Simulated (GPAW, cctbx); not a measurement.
# What do these deviations say about the bonding?

BeCd3, Fm-3m (no. 225), a = 6.7662 Å, b = 6.7662 Å, c = 6.7662 Å, α = 90.00°, β = 90.00°, γ = 90.00°.

```csv
atom,mult.,x,y,z
Cd1,4,1/2,0,0
Cd2,8,1/4,1/4,3/4
Be1,4,0,0,0
```

The start was made by putting kin elements into a known structure type; the compound need not exist, or be stable, in this form.

Absolute values of the static structure factors of the conventional cell from DFT (PBE, GPAW) against free spherical atoms, in electrons:

| hkl | d (Å) | free atoms | crystal |
| --- | --- | --- | --- |
| 111 | 3.906 | 162.07 | 161.53 |
| 020 | 3.383 | 158.22 | 157.73 |
| 022 | 2.392 | 468.20 | 466.97 |
| 131 | 2.040 | 137.52 | 137.48 |
| 222 | 1.953 | 135.19 | 135.23 |
| 040 | 1.692 | 408.01 | 408.15 |
| 133 | 1.552 | 121.69 | 121.85 |
| 042 | 1.513 | 120.09 | 120.22 |
| 242 | 1.381 | 368.01 | 368.63 |
| 333 | 1.302 | 110.48 | 110.60 |

**Question.** Which way does charge move, and which reflections show it best?

Project each element's phase sum on the total phase. |F| rises if density moves to atoms that scatter in phase and falls if it moves to atoms that scatter against it; the rule is for low angles, since changes of shape take over beyond. Where all elements are in phase the terms compete, and the compactness of the donor's and the acceptor's density matters too.

| hkl | Cd in phase | Be in phase | change (e) | (%) |
| --- | --- | --- | --- | --- |
| 111 | +4.0 | -4.0 | -0.54 | -0.3 |
| 020 | +4.0 | -4.0 | -0.48 | -0.3 |
| 022 | +12.0 | +4.0 | -1.23 | -0.3 |
| 131 | +4.0 | -4.0 | -0.04 | 0.0 |
| 222 | +4.0 | -4.0 | +0.03 | 0.0 |
| 040 | +12.0 | +4.0 | +0.15 | 0.0 |
| 133 | +4.0 | -4.0 | +0.16 | +0.1 |
| 042 | +4.0 | -4.0 | +0.13 | +0.1 |

Low-angle reflections that set elements apart and change by more than 0.05 e: 111 and 020 (131 and 222 hardly move and tell little). The signs fit a gain of density on Be and a loss on Cd. The best witness is 111, -0.3 %, where Be enters with -4.0. The real-space density agrees: Voronoi charges Cd +0.06, Be -0.18 e. The shortest bond, Cd–Cd, has Δρ = +0.01 e/Å³ at its midpoint.

[Outputs are excerpts: Python notices, other lines and further rows are left out; steps that failed or that the build refused (PBEsol, TPSS) are not shown.]

[Logs are printed without paths, hosts, clocks, repeated set-up lines and the standing remarks that a program may print on its own settings, such as how far it seeks lower states.]
